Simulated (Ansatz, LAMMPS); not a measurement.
# Amorphous 68SiO2-32P2O5 (mol %) (120 atoms): relaxation and levels of theory

Which bonds does the relaxation leave, and how do the Kohn-Sham gap, forces and pressure change with functional?

Calculated with Ansatz 0.2.0: Kohn-Sham DFT, PBE, PAW (set soft_2), plane waves; cutoff 420 eV, Γ point, fermi-dirac smearing of 0.025 eV.

**The cell**

Density at the start: 2.30 g/cm³. The cell holds 120 atoms: 19 Si, 18 P and 83 O. Its edges and angles: a = 12.040 Å, b = 12.040 Å, c = 12.040 Å, α = 90.0°, β = 90.0°, γ = 90.0°. 120 atoms (19 Si, 18 P, 83 O) placed at random at 2.3 g/cm³, melted at 5000 K for 10 ps at fixed volume with the Morse and Coulomb pair potential with partial charges (Pedone, Malavasi, Menziani, Cormack and Segre, J. Phys. Chem. B 110, 11780 (2006)). Quenched from 5000 K to 300 K at 50 K/ps and fixed volume, held 5 ps, then minimised at fixed cell.

Cell and atoms were relaxed with PBE. The walk converged after 61 steps by the program's count, with a largest force component of 0.0140 eV/Å; it began at an r.m.s. force component of 1.3 eV/Å. The edges went from 12.040, 12.040, 12.040 to 11.986, 12.139, 11.421 Å, and the volume from 14.546 to 13.811 Å³ an atom (-5.1 %).

The input of the reference single point:

```yaml
crystal:
  lattice:
    - [11.98145, -0.10487, 0.32294]
    - [-0.10487, 12.13529, -0.25919]
    - [0.32294, -0.25919, 11.41315]
  atoms:
    - { symbol: Si, position: [0.635, 0.25581, 0.09913] }
    - { symbol: Si, position: [0.61736, 0.6591, 0.56339] }
    - { symbol: Si, position: [0.92962, 0.34067, 0.3174] }
    - { symbol: Si, position: [0.09628, 0.83019, 0.41805] }
    [... 114 atom lines left out ...]
    - { symbol: O, position: [0.97611, 0.235, 0.24106] }
    - { symbol: O, position: [0.217, 0.8931, 0.41286] }
kpoints:
  mp_grid: { grid: [1, 1, 1] }
hamiltonian:
  xc: pbe
scf:
  occupations: { method: fermi_dirac, width: 0.025 }
output:
  forces: true
  stress: true
  populations: true
  dos:
    method: { smearing: { sigma: 0.08 } }
    de: 0.05
    projected: { site_lists: { O: [O], P: [P], Si: [Si] } }
  eigenvalues: true
  write_density: true
  write_potential: true
  volumetric_format: npy
```

**Bonds after relaxation**

Bonds by pair of elements; cutoffs follow the first minimum of g(r), held within bounds set by covalent radii, and pairs that aren't listed don't count as bonded:

```
pair A-B  cutoff (Å)  bonds  mean length (Å)  spread (Å)  shortest (Å)  B about A  A about B
    O-Si        2.16     78             1.65        0.05          1.55       0.94       4.11
     O-P        2.11     73             1.57       0.082          1.46       0.88       4.06
```

How many atoms have how many bonded neighbours:

```
element  mean   1   2   4  5
      O  1.82  15  68   0  0
      P  4.06   0   0  17  1
     Si  4.11   0   0  17  2
```

**Levels of theory**

Single points at the relaxed geometry:

| functional | k-mesh | Kohn-Sham gap (eV) | pressure (GPa) | r.m.s. force component (eV/Å) | SCF cycles | time |
| --- | --- | --- | --- | --- | --- | --- |
| PBE | 1×1×1 | 2.899 | -0.01 | 0.004 | 10 | 23 s |
| HSE06 | 1×1×1 | 4.680 | -5.76 | 0.313 | 17 | 5.2 min |
| r2SCAN | 1×1×1 | 3.541 | -5.35 | 0.229 | 10 | 48 s |
| PBEsol | 1×1×1 | 2.868 | -2.71 | 0.080 | 10 | 21 s |

The gap is that between the highest filled and lowest empty Kohn-Sham level on the run's k-points. Cutoffs: 420 eV for PBE, HSE06 and PBEsol; 500 eV for r2SCAN. Times come from shared hosts and are rough.

**Findings**

By these cutoffs 82 % of O atoms have 2, 94 % of P atoms have 4 and 89 % of Si atoms have 4 neighbours. The Kohn-Sham gap is 2.90 eV with PBE on the 1×1×1 mesh. On the 1×1×1 mesh HSE06 changes the gap by +1.78 eV against PBE. On the reference's mesh the gap changes with r2SCAN by +0.64 eV and PBEsol by -0.03 eV. Against the reference the pressure changes with HSE06 by -5.7 GPa, r2SCAN by -5.3 GPa and PBEsol by -2.7 GPa; a negative change means a smaller volume than PBE would take.

Limits: All single points share the geometry relaxed with PBE. The volume changed by -5.1 % on relaxing; in so small a cell, on this mesh and at this cutoff, the relaxed density is rough. One sample; tail or defect levels can set the gap of a disordered cell. The quench rate of 50 K/ps is many orders above laboratory rates, so the cell is likely richer in defects and strain than a real sample. The network of bonds at the start is that of the classical potential that made the cell, and needn't be the one that DFT or experiment would give. In some runs the program notes that the exchange-correlation potential is rough where the density is thin, the exchange threshold is loose for the stress and the SCF threshold is loose for the stress.

[Logs are printed without paths, hosts, clocks, repeated set-up lines and the standing remarks that a program may print on its own settings, such as how far it seeks lower states.]

[Hosts, paths, dates, database ids (printed as entryN), source tags and the programs' standing remarks are cut or masked in the printed files.]
